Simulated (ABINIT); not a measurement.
Computed results, one entry a study.

```json
{"subject": "Quasiparticle gap of CsH (Fm-3m) in ABINIT", "lattice_ang": [[-0.0, 3.188, 3.188], [3.188, -0.0, 3.188], [3.188, 3.188, -0.0]], "atoms": [["Cs", 0.0, 0.0, 0.0], ["H", 0.5, 0.5, 0.5]], "method": "RPA screening on LDA, plane waves, norm-conserving pseudopotentials (and 2 further levels or steps)", "program": "ABINIT 10.8.3", "settings": "cutoff 31 Ha, PseudoDojo scalar-relativistic 0.4.1 standard, norm-conserving, ngkpt (4, 4, 4), nband 31, ecuteps 3.2 Ha, inclvkb 2, shiftk (0, 0, 0), symchi 1, awtr 1, frequency ppm, 4×4×4 k-mesh", "cost": "5 runs, 41 s in all on 4 MPI ranks of Arm Neoverse V1, shared host", "notes": "The database entry behind the starting cell differs from other determinations of this structure. The cell and positions come from the Crystallography Open Database and are kept as given unless a step says otherwise. Limits: no spin-orbit coupling.", "results": {"lda_gap": "1.96 eV, direct", "g0w0_gap_on_the_mesh": "3.95 eV", "gw_settings": "4×4×4 mesh, 31 bands, screening to 87.1 eV, Godby-Needs plasmon pole", "known_limits": "short of the basis limit; no spin-orbit coupling"}}
```

[Long decimals in the printed logs are rounded to 6 places.]

[Logs are printed without paths, hosts, clocks, repeated set-up lines and the standing remarks that a program may print on its own settings, such as how far it seeks lower states.]

[Paths, hosts, dates, memory and timing lines, banners, echoed tables and standing remarks are left out of the program output; an Ansatz launch command may be rebuilt from the run's recorded settings. Measured values are a selection of at most five: reports struck by readers or far from the other reports are left out. None is set beside runs whose start may be inverted or whose files or cutoffs have a known fault.]

[Runs of the session that timed out or met a known fault of the program may be left out.]

[Hosts, paths, dates, database ids (printed as entryN), source tags and the programs' standing remarks are cut or masked in the printed files.]

[G0W0 gaps are taken among the corrected bands and points alone; a level outside them can change the order at an edge.]

[Where Ansatz stands beside ABINIT at settings called matched, ABINIT's density can come from a denser mesh and the files from another edition; pairs whose starting gaps differed by over 0.03 eV were left out, so agreement reads better than it is.]
